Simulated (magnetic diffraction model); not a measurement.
**Which magnetic order? K₂MnS₂O₆**

Space group R-3m (no. 166), a = 5.4960 Å, c = 18.4680 Å.

```
site  atom       x       y       z
  3a    Mn       0       0       0
  6c     K     2/3     1/3  0.1403
  6c     S     1/3     2/3  0.0396
 18h     O  0.1728  0.3456  0.0769
```

The compound is invented for this exercise: a known structure type with other elements, its cell scaled to their sizes and not relaxed.

Only Mn is taken to order (form factors of Mn2+); orders and moment sizes are assumed, and not adapted to the symmetry. Radiation: neutrons of λ = 2.52 Å, 5° to 90°; isotropic B of 0.52 Å² (Mn), 0.69 Å² (K), 0.68 Å² (S) and 0.75 Å² (O). The intensities are simulated: I ∝ L Σ (|F_N|² + |F_M⊥|²) for unpolarised neutrons, with F_M = 2.695 fm/μB × Σ f(s) S exp(2πi Q·r) exp(−B s²) at Q = H ± k (one set where k and −k are equivalent), only the part normal to Q counting and L = 1/(sin²θ cos θ). For collinear order S is the moment m, which repeats by lattice and centring translations R with the sign exp(−2πi k·R). Form factors are spin-only for 3d ions and dipole or tabulated for f ions, scattering lengths are Sears's of 1992, and absorption is left out. A label names one of the reflections at its angle. The strongest nuclear line in the range is 100, and lines under 0.2 are left out.

Above the ordering temperature:

| 2θ (°) | index | I |
| --- | --- | --- |
| 23.62 | (0 0 3) | 0.4 |
| 31.73 | (1 0 1) | 7.9 |
| 34.65 | (0 1 2) | 0.7 |
| 44.69 | (1 0 4) | 40.9 |
| 48.33 | (0 0 6) | 31.9 |
| 51.16 | (0 1 5) | 10.0 |
| 54.58 | (1 1 0) | 0.3 |
| 60.28 | (1 1 3) | 6.6 |
| 64.53 | (0 2 1) | 2.3 |
| 66.19 | (1 0 7) | 10.2 |
| 66.29 | (2 0 2) | 100.0 |
| 73.12 | (0 2 4) | 29.6 |
| 74.69 | (0 1 8) | 10.6 |
| 75.76 | (0 0 9) | 5.9 |
| 75.86 | (1 1 6) | 11.9 |

Below it (cell unchanged):

```
2θ (°)      I
 23.62    0.4
 31.73   25.7
 34.65   12.8
 44.69   44.8
 48.33   31.9
 51.16   12.1
 54.58    4.9
 60.28   12.3
 64.53    5.1
 66.19   10.9
 66.29  102.4
 73.12   31.1
 74.69   11.0
 75.76    5.9
 75.86   13.7
 78.08    1.1
 89.45    2.1
```

**Question.** Find the propagation vector, then choose among these models:
A. collinear moments along [101], 4.21 μB on Mn
B. collinear moments along [120], 4.21 μB on Mn
C. collinear moments along [001], 4.21 μB on Mn

No line moves, and magnetic intensity falls on nuclear lines such as the one at 31.73°; new lines at (2 0 5) have whole indices that obey the lattice centring, at places with no nuclear intensity to speak of, so the magnetic cell equals the chemical primitive cell: k = 0.

Magnetic intensity, observed (below minus above) and for each model:

| 2θ (°) | index | observed | A | B | C |
| --- | --- | --- | --- | --- | --- |
| 23.62 | (0 0 3) | <0.2 | 1.0 | 12.5 | <0.2 |
| 31.73 | (1 0 1) | 17.8 | 17.2 | 10.1 | 17.8 |
| 34.65 | (0 1 2) | 12.1 | 11.9 | 9.3 | 12.1 |
| 44.69 | (1 0 4) | 3.9 | 4.1 | 6.1 | 3.9 |
| 48.33 | (0 0 6) | <0.2 | 0.2 | 2.2 | <0.2 |
| 51.16 | (0 1 5) | 2.1 | 2.3 | 4.5 | 2.1 |
| 54.58 | (1 1 0) | 4.6 | 4.4 | 2.3 | 4.6 |
| 60.28 | (1 1 3) | 5.7 | 5.6 | 4.0 | 5.7 |

Model C matches.

The absence at (0 0 3) is telling: Q lies along the moments there, so the part normal to Q vanishes.

The structure used: k = (0 0 0), collinear moments along [001], 4.21 μB on Mn.

[Logs are printed without paths, hosts, clocks, repeated set-up lines and the standing remarks that a program may print on its own settings, such as how far it seeks lower states.]
